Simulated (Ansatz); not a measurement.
**Ge (Fd-3m, 2 atoms in the cell): modes against biaxial strain in the (001) plane**

Wanted: the shifts of the zone-centre modes of Ge (Fd-3m, 2 atoms in the cell) with strain.

Program: Ansatz 0.2.0. Level of theory: DFT PBEsol, scalar-relativistic, plane waves, PAW; PAW set soft_1. Results are calculated unless marked as measured.

**1. The structure**

It takes space group Fd-3m (No. 227, cubic). The conventional cell has a = 5.658 Å, b = 5.658 Å, c = 5.658 Å, α = 90.00°, β = 90.00°, γ = 90.00°. Ge has 4 Ge at 2.45 Å nearest.

**2. Bringing the structure to rest**

Harmonic phonons are second derivatives at a point where the forces vanish, and they are wanted at zero stress, so atoms and cell are relaxed first.

File input.yaml:

```yaml
crystal:
  lattice:
    - [0.0, 2.82891, 2.82891]
    - [2.82891, 0.0, 2.82891]
    - [2.82891, 2.82891, 0.0]
  atoms:
    - { symbol: Ge, position: [0.5, 0.5, 0.5] }
    - { symbol: Ge, position: [0.75, 0.75, 0.75] }
kpoints:
  mp_grid: { grid: [14, 14, 14] }
hamiltonian:
  xc: pbesol
  pseudopotentials: { kind: paw, azcp: { folder: soft_1 }, xc_functional: pbe }
scf:
  occupations: { method: gaussian, width: 0.1 }
output:
  forces: true
  stress: true
  eigenvalues: true
relax:
  adjacent_minimum: "off"
  f_tol: 0.005
  max_steps: 80
  cell: { stress_tol: 0.05 }
```

Run with:

```bash
$ ansatz run input.yaml --threads 4 --pin off --max-ram 10240MiB --backend cpu --events-out ev --progress --plain --runs-dir out
```

Numbers of over 12 decimals in the logs are rounded to 6 here.

Log:

```text
Engine: ansatz 0.2.0, aarch64-unknown-linux-gnu
Pseudopotentials: kind: paw
Pseudopotential: Ge, paw, valence charge 14, recommended cutoff 420 eV (normal), soft_1/Ge.paw.azcp
Functional definition: PBEsol
  exchange = pbesol_x
  correlation = pbesol_c
Crystal: 2 atoms, lattice volume = 45.278 Å³
Basis set: ecut = 420 eV, 893 PW (Γ), exchange–correlation on 54×54×54 points (8 copies of the dense FFT grid, shifted against one another)
Bands: 18, of which v1, the nominal top of the filled ones, is band 14 counted from 1 (13 counted from 0)
Symmetry: 48 space group operations
Space group: Fd-3m (ITA 227), of the structure as read, at distance tolerance 3.6e-5 Å
k-points: 104 of 2744
Non-local potential: Ge, projectors of the file, l = 0: 2, l = 1: 2, l = 2: 3, l = 3: 1
PAW form: soft (Blöchl's): semilocal exchange-correlation on the pseudo side does not see the compensation charge
PAW frozen core: Ge, regenerated for the run's functional, and the local potential with it (the file was generated under x = pbe(κ = 0.804, μ = 0.219515), c = pbe(β = 0.066725))
PAW one-centre angular grid: Ge, 590 points (default); XC on 64 Gauss nodes
Initial density: superposition of atomic densities (chi_scale 0.1, normalization cell)
Initial wavefunctions: pseudopotential atomic-orbital guess
Functional: x = pbesol(κ = 0.804, μ = 0.123457), c = pbesol(β = 0.046)
SCF iter   1: F=—  HF=-8507.077289 eV  |F-HF|=—  |Δ(HF+E_count)|=         —  Δρ=3.54e-2  dr2=4.51e-1  ethr=3.10e-3  ⟨swp⟩=5.6  Hψ=8819  notcnv=0
preconditioner: auto → none  [insulator: Δε(μ)=0.207 eV  Ē_g=23.286 eV  σ=0.100 eV  W_gap=0.74  n_scr=14 (ndim 8)  ℏωp=29.2 eV  f_vac=0.000  D(μ)=0.02/eV (n_scr^D=0)  ε∞_Penn≈2.6]
SCF iter   2: F=—  HF=-8507.012554 eV  |F-HF|=—  |Δ(HF+E_count)|=   6.47e-2  Δρ=1.68e-2  dr2=8.41e-2  ethr=1.61e-3  ⟨swp⟩=2.0  Hψ=3072  notcnv=0
SCF iter   3: F=—  HF=-8507.006159 eV  |F-HF|=—  |Δ(HF+E_count)|=   6.40e-3  Δρ=1.65e-3  dr2=3.18e-4  ethr=3.00e-4  ⟨swp⟩=2.5  Hψ=2685  notcnv=0
SCF iter   4: F=—  HF=-8507.006325 eV  |F-HF|=—  |Δ(HF+E_count)|=   1.67e-4  Δρ=2.63e-4  dr2=2.11e-5  ethr=1.14e-6  ⟨swp⟩=2.0  Hψ=3141  notcnv=0
SCF iter   5: F=—  HF=-8507.006278 eV  |F-HF|=—  |Δ(HF+E_count)|=   4.75e-5  Δρ=8.26e-5  dr2=2.35e-6  ethr=7.55e-8  ⟨swp⟩=2.0  Hψ=3331  notcnv=0
SCF iter   6: F=—  HF=-8507.006275 eV  |F-HF|=—  |Δ(HF+E_count)|=   2.32e-6  Δρ=2.21e-5  dr2=1.45e-7  ethr=8.38e-9  ⟨swp⟩=2.0  Hψ=3329  notcnv=0
SCF iter   7: F=-8507.006275 eV  HF=-8507.006275 eV  |F-HF|=2.10e-9  |Δ(HF+E_count)|=   1.16e-7  Δρ=2.16e-6  dr2=1.25e-9  ethr=3.57e-10  ⟨swp⟩=4.4  Hψ=7197  notcnv=0
SCF 1 converged in 7 iterations: F = -8507.006275 eV  dr2 = 1.25e-9
  greatest PAW one-centre occupation: 0.998 electrons in one spin orbital (limit 2), on the Ge atom at site 1 (counted from 0), in its partial waves of l = 2
relax step   1: F+E_penalty+E_count = -8507.00627520 eV  Δ(F+E_penalty+E_count) = +0.000e0 eV  max|allowed force component| = 1.388e-17 eV/Å  Δτ_max = 0.0000 Å  P = +0.652 GPa  Ω = 45.278 Å³  (7 SCF iters, dr2 threshold 1.00e-7 eV, accepted)
Crystal: 2 atoms, lattice volume = 45.628 Å³
Initial density: handed on by an earlier stage of this run
Initial wavefunctions: those handed on with the density
iter 1 solved again at ethr=2.68e-7 eV; its pass at ethr=3.10e-3 eV (dr2=7.50e-5 eV) is discarded
SCF iter   1: F=—  HF=-8507.007062 eV  |F-HF|=—  |Δ(HF+E_count)|=         —  Δρ=3.58e-4  dr2=6.59e-5  ethr=2.68e-7  ⟨swp⟩=2.0  Hψ=10470  notcnv=0
preconditioner: auto → Kerker (q_TF=auto, 2.515 Å⁻¹)  [metal: Δε(μ)=0.094 eV  Ē_g=23.385 eV  σ=0.100 eV  W_gap=0.46  n_scr=14 (ndim 8)  ℏωp=29.1 eV  f_vac=0.064  D(μ)=0.05/eV (n_scr^D=0)]
SCF iter   2: F=—  HF=-8507.007060 eV  |F-HF|=—  |Δ(HF+E_count)|=   2.09e-6  Δρ=2.41e-4  dr2=3.57e-5  ethr=2.36e-7  ⟨swp⟩=1.0  Hψ=1872  notcnv=0
SCF iter   3: F=—  HF=-8507.007058 eV  |F-HF|=—  |Δ(HF+E_count)|=   2.44e-6  Δρ=6.03e-5  dr2=3.37e-6  ethr=1.28e-7  ⟨swp⟩=2.0  Hψ=2276  notcnv=0
SCF iter   4: F=—  HF=-8507.007058 eV  |F-HF|=—  |Δ(HF+E_count)|=   2.69e-8  Δρ=3.95e-5  dr2=7.97e-7  ethr=1.20e-8  ⟨swp⟩=2.0  Hψ=3329  notcnv=0
SCF iter   5: F=-8507.007058 eV  HF=-8507.007058 eV  |F-HF|=2.98e-8  |Δ(HF+E_count)|=   6.53e-7  Δρ=6.20e-6  dr2=1.84e-8  ethr=7.14e-10  ⟨swp⟩=5.0  Hψ=7508  notcnv=0
SCF 2 converged in 5 iterations: F = -8507.007058 eV  dr2 = 1.84e-8
relax step   2: F+E_penalty+E_count = -8507.00705822 eV  Δ(F+E_penalty+E_count) = -7.830e-4 eV  max|allowed force component| = 4.163e-17 eV/Å  Δτ_max = 0.0000 Å  P = +0.122 GPa  Ω = 45.628 Å³  energy of the carried Pulay correction = -5.926e-5 eV  (5 SCF iters, dr2 threshold 2.00e-7 eV, accepted)
Crystal: 2 atoms, lattice volume = 45.709 Å³
iter 1 solved again at ethr=1.54e-8 eV; its pass at ethr=3.10e-3 eV (dr2=4.31e-6 eV) is discarded
SCF iter   1: F=—  HF=-8507.007076 eV  |F-HF|=—  |Δ(HF+E_count)|=         —  Δρ=8.32e-5  dr2=3.83e-6  ethr=1.54e-8  ⟨swp⟩=2.0  Hψ=10463  notcnv=0
preconditioner: auto → Kerker (q_TF=auto, 2.514 Å⁻¹)  [metal: Δε(μ)=0.089 eV  Ē_g=23.379 eV  σ=0.100 eV  W_gap=0.44  n_scr=14 (ndim 8)  ℏωp=29.1 eV  f_vac=0.063  D(μ)=0.05/eV (n_scr^D=0)]
SCF iter   2: F=—  HF=-8507.007076 eV  |F-HF|=—  |Δ(HF+E_count)|=   3.01e-7  Δρ=5.69e-5  dr2=2.12e-6  ethr=1.37e-8  ⟨swp⟩=1.0  Hψ=1872  notcnv=0
SCF iter   3: F=—  HF=-8507.007076 eV  |F-HF|=—  |Δ(HF+E_count)|=   2.57e-8  Δρ=1.46e-5  dr2=1.42e-7  ethr=7.57e-9  ⟨swp⟩=2.1  Hψ=2285  notcnv=0
SCF iter   4: F=—  HF=-8507.007076 eV  |F-HF|=—  |Δ(HF+E_count)|=   7.49e-9  Δρ=9.26e-6  dr2=4.21e-8  ethr=1.33e-10  ⟨swp⟩=4.0  Hψ=6658  notcnv=0
SCF iter   5: F=-8507.007076 eV  HF=-8507.007076 eV  |F-HF|=2.85e-9  |Δ(HF+E_count)|=   3.37e-8  Δρ=2.29e-6  dr2=3.12e-9  ethr=1.33e-10  ⟨swp⟩=5.0  Hψ=7478  notcnv=0
SCF 3 converged in 5 iterations: F = -8507.007076 eV  dr2 = 3.12e-9
relax step   3: F+E_penalty+E_count = -8507.00707602 eV  Δ(F+E_penalty+E_count) = -1.780e-5 eV  max|allowed force component| = 6.476e-17 eV/Å  Δτ_max = 0.0000 Å  P = +0.002 GPa  Ω = 45.709 Å³  energy of the carried Pulay correction = -7.294e-5 eV  (5 SCF iters, dr2 threshold 3.72e-8 eV, accepted)
Initial wavefunctions: pseudopotential atomic-orbital guess (no wavefunctions were taken with the density)
iter 1 solved again at ethr=1.73e-7 eV; its pass at ethr=3.10e-3 eV (dr2=4.85e-5 eV) is discarded
SCF iter   1: F=—  HF=-8507.007153 eV  |F-HF|=—  |Δ(HF+E_count)|=         —  Δρ=7.25e-6  dr2=5.75e-9  ethr=1.73e-7  ⟨swp⟩=2.5  Hψ=12991  notcnv=0
eigensolver tolerance schedule: the retry pair's looser diagonalisation over-reported the residual by 8434.24 of it (diagonalisation noise at 0.89 of the residual, at the tolerance the schedule requests for it); recorded, not acted on — ethr = c·dr2/N_el stays at c = 1.0e-1
preconditioner: auto → Kerker (q_TF=auto, 2.514 Å⁻¹)  [metal: Δε(μ)=0.089 eV  Ē_g=23.380 eV  σ=0.100 eV  W_gap=0.44  n_scr=14 (ndim 8)  ℏωp=29.1 eV  f_vac=0.063  D(μ)=0.05/eV (n_scr^D=0)]
SCF iter   2: F=—  HF=-8507.007151 eV  |F-HF|=—  |Δ(HF+E_count)|=   1.98e-6  Δρ=5.51e-6  dr2=4.96e-9  ethr=2.05e-11  ⟨swp⟩=3.2  Hψ=4460  notcnv=0
SCF iter   3: F=—  HF=-8507.007151 eV  |F-HF|=—  |Δ(HF+E_count)|=   3.03e-9  Δρ=2.32e-6  dr2=1.20e-9  ethr=1.77e-11  ⟨swp⟩=2.0  Hψ=3245  notcnv=0
SCF iter   4: F=—  HF=-8507.007151 eV  |F-HF|=—  |Δ(HF+E_count)|=  8.00e-10  Δρ=4.75e-7  dr2=1.41e-10  ethr=4.27e-12  ⟨swp⟩=2.5  Hψ=2843  notcnv=0
SCF iter   5: F=—  HF=-8507.007151 eV  |F-HF|=—  |Δ(HF+E_count)|=  1.80e-10  Δρ=1.78e-7  dr2=2.39e-11  ethr=1.00e-12  ⟨swp⟩=2.0  Hψ=2198  notcnv=0
SCF iter   6: F=-8507.007151 eV  HF=-8507.007151 eV  |F-HF|=0.00e0  |Δ(HF+E_count)|=  2.18e-11  Δρ=4.77e-8  dr2=1.44e-12  ethr=1.00e-12  ⟨swp⟩=5.0  Hψ=7080  notcnv=0
SCF 4 converged in 6 iterations: F = -8507.007151 eV  dr2 = 1.44e-12
relax step   4: F+E_penalty+E_count = -8507.00715097 eV  Δ(F+E_penalty+E_count) = -7.494e-5 eV  max|allowed force component| = 1.850e-17 eV/Å  Δτ_max = 0.0000 Å  P = +0.003 GPa  Ω = 45.709 Å³  stress off target by 2.84e-3 GPa  SCF on the basis re-selected at this cell (its energy is not comparable with the rows above)  (6 SCF iters)
basis re-selected at this cell: Δ(F+E_penalty+E_count) = -7.494e-5 eV, ΔP = +0.001 GPa vs the last step (what re-selecting the basis moved, of the pressure what is left beyond the Pulay correction that the steps carried, after the strain that the cell walked since its last selection, with what the two solves' SCF thresholds leave and, on support functions, any second-order correction that the steps lacked; it is no m [...]
SCF converged after 6 iterations
Free energy (F): -8507.007151 eV
Harris-Foulkes:  -8507.007151 eV  (|F-HF|=0.00e0)
Internal energy: -8507.006908 eV  (E = F + TS)
E sigma→0 (E₀):  -8507.007029 eV
Entropy (-TS):   -0.000243 eV (-0.122 meV/atom)
Fermi energy:    8.299995 eV
--- Per-component energies (eV) ---
  E_band       = -306.743266
  E_kinetic    = 185.598634
  E_local      = -4517.700411  (includes V_loc(G=0)·N_el)
  E_nonlocal   = 438.715708
  E_hartree    = 2150.059815
  E_xc         = -142.139304
  E_vxc        = -130.257080  (∫ρ·V_xc dr)
  E_paw        = -3944.720222  (= ΣΔE_a)
  E_vpaw       = -583.219897  (= ΣTr[D̂ρ^β])
  E_aug_tail   = 0.000051  (compensation charges beyond the density's cutoff)
  E_ewald      = -2678.657053
  E_core_change = 1.835876  (= ΣΔE_core)
  E_smearing   = -0.000243  (= −TS)
  E_closure    = 0.000000  (closes the sum)
  Σ components = -8507.007151   (vs F -8507.007151, Δ=0.00e0)
--- Forces (eV/Å), atoms counted from 1 ---
  atom   1  Ge    -0.00000000     0.00000000    -0.00000000
  atom   2  Ge    -0.00000000    -0.00000000    -0.00000000
  max |Σ_I F_I| component: 5.55e-17 eV/Å
--- Stress (GPa, compression-positive) ---
        0.002838      -0.000000      -0.000000
       -0.000000       0.002838      -0.000000
       -0.000000      -0.000000       0.002838
  P = ⅓ Tr σ = 0.0028 GPa (0.028 kbar)
--- Band table (eV; the first three rows and the last of 104) ---
  k-point 0: bands = [... 10 lower, -4.4360, 8.1825, 8.2843, 8.2843, 8.2843, 10.8067, 10.8067, 10.8067]
  k-point 1: bands = [... 10 lower, -4.3740, 6.9360, 8.1590, 8.1590, 9.1023, 10.9735, 10.9735, 11.0704]
  k-point 2: bands = [... 10 lower, -4.1898, 5.5512, 7.8730, 7.8730, 9.2156, 11.3550, 11.3550, 11.9688]
  k-point 103: bands = [... 10 lower, -0.4877, -0.4877, 4.4263, 4.4263, 11.8876, 11.8876, 13.5939, 13.5939]
--- Relaxed structure (3 steps of the walk, 3 accepted, 1 SCFs on fresh bases) ---
  F+E_penalty+E_count = -8507.00715097 eV   max|allowed force component| = 1.850e-17 eV/Å   (the final SCF, on the basis selected at the relaxed cell)
  cell:  # Å, volume = 45.7093 Å³
    - [0, 2.837863, 2.837863]
    - [2.837863, 0, 2.837863]
    - [2.837863, 2.837863, 0]
  atoms:
    - { symbol: Ge, position: [0.5, 0.5, 0.5] }
    - { symbol: Ge, position: [0.75, 0.75, 0.75] }
```

It took 4.3 s on 4 threads of Arm Neoverse V2, shared host; peak memory 0.39 GiB.

Relaxation path:

| step | energy less that of the first step (eV) | largest force component (eV/Å) | pressure (GPa) | volume (Å³) |
| --- | --- | --- | --- | --- |
| 1 | 0.0000 | 0.0000 | 0.65 | 45.28 |
| 2 | -0.0008 | 0.0000 | 0.12 | 45.63 |
| 3 | -0.0008 | 0.0000 | 0.00 | 45.71 |
| 4* | -0.0009 | 0.0000 | 0.00 | 45.71 |

Relaxation steps marked * repeat the geometry before them on a plane-wave basis chosen anew for their cell, so energy and pressure can jump there.

Forces are held to the 48 operations that the run works with; a distortion that breaks them can't arise in this run.

| conventional cell, symmetrised | before | after | change |
| --- | --- | --- | --- |
| a (Å) | 5.658 | 5.676 | +0.3 % |
| b (Å) | 5.658 | 5.676 | +0.3 % |
| c (Å) | 5.658 | 5.676 | +0.3 % |
| volume (Å³/atom) | 22.64 | 22.85 | +1.0 % |

Final coordinates:

```xyz
2
Lattice="0.0000 2.8379 2.8379 2.8379 0.0000 2.8379 2.8379 2.8379 0.0000" Properties=species:S:1:pos:R:3 pbc="T T T"
Ge    2.8379    2.8379    2.8379
Ge    4.2568    4.2568    4.2568
```

Numbers from this step:

```yaml
pressure: 0.002838 GPa
volume_per_atom: 22.85 Å³
gap_on_the_k_mesh: 0 eV
```

In this step the volume went from 22.64 to 22.85 Å³/atom.

**3. Tight relaxation**

At this level the gap closes at Γ, and partly filled states there would soften the modes. So, after a tight relaxation on a Γ-centred mesh that is not shown, the volume is relaxed again on 12×12×12 points shifted off Γ, the mesh of all runs that follow.

input.yaml, the sections that differ from step 2:

```yaml
crystal:
  lattice:
    - [0.0, 2.8378631883, 2.8378631883]
    - [2.8378631883, 0.0, 2.8378631883]
    - [2.8378631883, 2.8378631883, 0.0]
  atoms:
    - { symbol: Ge, position: [0.5, 0.5, 0.5] }
    - { symbol: Ge, position: [0.75, 0.75, 0.75] }
kpoints:
  mp_grid: { grid: [12, 12, 12], shift: [0.5, 0.5, 0.5] }
scf:
  occupations: { method: gaussian, width: 0.015 }
relax:
  adjacent_minimum: "off"
  f_tol: 0.001
  max_steps: 60
  cell: { stress_tol: 0.01, fix: [shape] }
# hamiltonian, output: as in step 2
```

Log:

```text
[...]
k-point 181: bands = [... 10 lower, -2.2951, 0.7297, 6.0915, 6.7790, 9.1301, 11.8567, 12.2469, 15.5986]
--- Relaxed structure (2 steps of the walk, 2 accepted, 1 SCFs on fresh bases) ---
[...]
cell:  # Å, volume = 45.7049 Å³
    - [0, 2.837772, 2.837772]
    - [2.837772, 0, 2.837772]
    - [2.837772, 2.837772, 0]
  atoms:
    - { symbol: Ge, position: [0.499972, 0.499972, 0.499972] }
    - { symbol: Ge, position: [0.750028, 0.750028, 0.750028] }
[key lines of the parts left out:]
SCF converged after 6 iterations
Free energy (F): -8507.007654 eV
Fermi energy:    8.314065 eV
P = ⅓ Tr σ = -0.0013 GPa (-0.013 kbar)
```

Run time: 6.1 s. Hardware: 4 threads; peak memory 0.44 GiB; 23 s of CPU time.

Little changed from the start: no atom moved by 0.005 Å and no cell edge by 0.1 %.

This step gave:

- pressure: -0.001277 GPa
- gap on the k-mesh: 0.1483 eV

The largest force component left is 0.070 meV/Å and the pressure is -0.001 GPa, within the tolerances set. The cell now holds 22.85 Å³/atom.

**4. Zone-centre response at rest**

The force constants come from the linear response of the density to a displacement.

The modes at rest are the reference of the series.

input.yaml, the sections that differ from step 3:

```yaml
crystal:
  lattice:
    - [0.0, 2.8377722365, 2.8377722365]
    - [2.8377722365, 0.0, 2.8377722365]
    - [2.8377722365, 2.8377722365, 0.0]
  atoms:
    - { symbol: Ge, position: [0.4999723089, 0.4999723089, 0.4999723089] }
    - { symbol: Ge, position: [0.7500276911, 0.7500276911, 0.7500276911] }
output:
  eigenvalues: true
phonons:
  method: dfpt
# kpoints, hamiltonian, scf: as in step 3
# relax: removed
```

Log:

```text
[...]
Crystal: 2 atoms, lattice volume = 45.705 Å³
Basis set: ecut = 420 eV, 893 PW (Γ), exchange–correlation on 64×64×64 points (8 copies of the dense FFT grid, shifted against one another)
Bands: 18, of which v1, the nominal top of the filled ones, is band 14 counted from 1 (13 counted from 0)
Symmetry: 12 space group operations
k-points: 468 of 1728 (irreducible under 2 space group operations, time reversal used)
[...]
SCF iter   1: F=—  HF=-8507.076819 eV  |F-HF|=—  |Δ(HF+E_count)|=         —  Δρ=3.48e-2  dr2=4.41e-1  ethr=3.10e-3  ⟨swp⟩=6.0  Hψ=38759  notcnv=0
[...]
SCF iter   9: F=-8507.007654 eV  HF=-8507.007654 eV  |F-HF|=7.28e-12  |Δ(HF+E_count)|=  5.95e-10  Δρ=1.15e-7  dr2=3.72e-12  ethr=1.00e-12  ⟨swp⟩=4.0  Hψ=44755  notcnv=0
SCF 1 converged in 9 iterations: F = -8507.007654 eV  dr2 = 3.72e-12
[...]
DFPT response loops at Γ: preconditioner auto → none (the input reference at scf.mixing.eps_inf says where Resta's filter doesn't serve); β = 0.50; Broyden in place of MSR1
SCF converged after 9 iterations
Free energy (F): -8507.007654 eV
[...]
Internal energy: -8507.007654 eV  (E = F + TS)
E sigma→0 (E₀):  -8507.007654 eV
Fermi energy:    8.314065 eV
[...]
--- Band table (eV; the first three rows and the last of 468) ---
  k-point 0: bands = [... 10 lower, -4.4144, 7.5007, 8.2394, 8.2394, 8.8322, 10.8687, 10.8687, 10.8858]
  k-point 1: bands = [... 10 lower, -4.3022, 6.3402, 7.7662, 8.1649, 9.3958, 10.9875, 11.0618, 11.5923]
  k-point 2: bands = [... 10 lower, -4.0259, 4.7997, 7.3262, 7.8472, 9.3314, 11.4045, 11.6523, 12.6962]
  k-point 467: bands = [... 10 lower, -2.3509, 0.7193, 6.6412, 6.8463, 8.6391, 11.9204, 12.0720, 15.3489]
--- Phonons (Γ-DFPT): 1 representative perturbation + reference, on 468 of 1728 k-points (Σ response iterations 3) ---
  k mesh reduced under 2 symmetry operations, with k and −k counted as one. Each operation leaves every solved perturbation unchanged. A smaller set is not used because it would not reduce the number of displacements times k-points to solve
  ASR residual: 3.024e-5 → 0.000e0 eV/Å²; symmetrization residual: 2.027e-12 eV/Å²
  ASR residual per site (eV/Å²): 3.02e-5 3.02e-5
  Γ frequencies (cm⁻¹): 0.00 0.00 0.00 288.59 288.59 288.65
  non-analytic LO–TO correction: not included (Born effective charges unavailable; polar crystals: no LO–TO splitting at Γ)
```

It took 18 s on 4 threads; peak memory 1.3 GiB.

Numbers from this step:

```
sum-rule residual before enforcement                    : 3.02e-5 eV/Å²
highest optical mode at the zone centre (no LO-TO term) : 288.6 cm⁻¹
lowest optical zone-centre mode                         : 288.6 cm⁻¹
```

Patterns of degenerate modes are one choice out of their space. Modes at Γ:

| mode | frequency (cm⁻¹) |
| --- | --- |
| 1 | 0.0 |
| 2 | 0.0 |
| 3 | 0.0 |
| 4 | 288.6 |
| 5 | 288.6 |
| 6 | 288.6 |

Displacements in mode 5 (288.6 cm⁻¹), the largest set to 1:
```
Ge1  1.00 -0.50 -0.50
Ge2 -1.00  0.50  0.50
```

Before it was imposed, the acoustic sum rule was missed by 3.0e-5 eV/Å². Small misses are needed for a sound result but don't prove that mesh and cutoff are converged. The lowest optical mode is real, 289 cm⁻¹.

(Part 1 of 2 ends here.)

[Logs are printed without paths, hosts, clocks, repeated set-up lines and the standing remarks that a program may print on its own settings, such as how far it seeks lower states.]

[Hosts, paths, dates, database ids (printed as entryN), source tags and the programs' standing remarks are cut or masked in the printed files.]
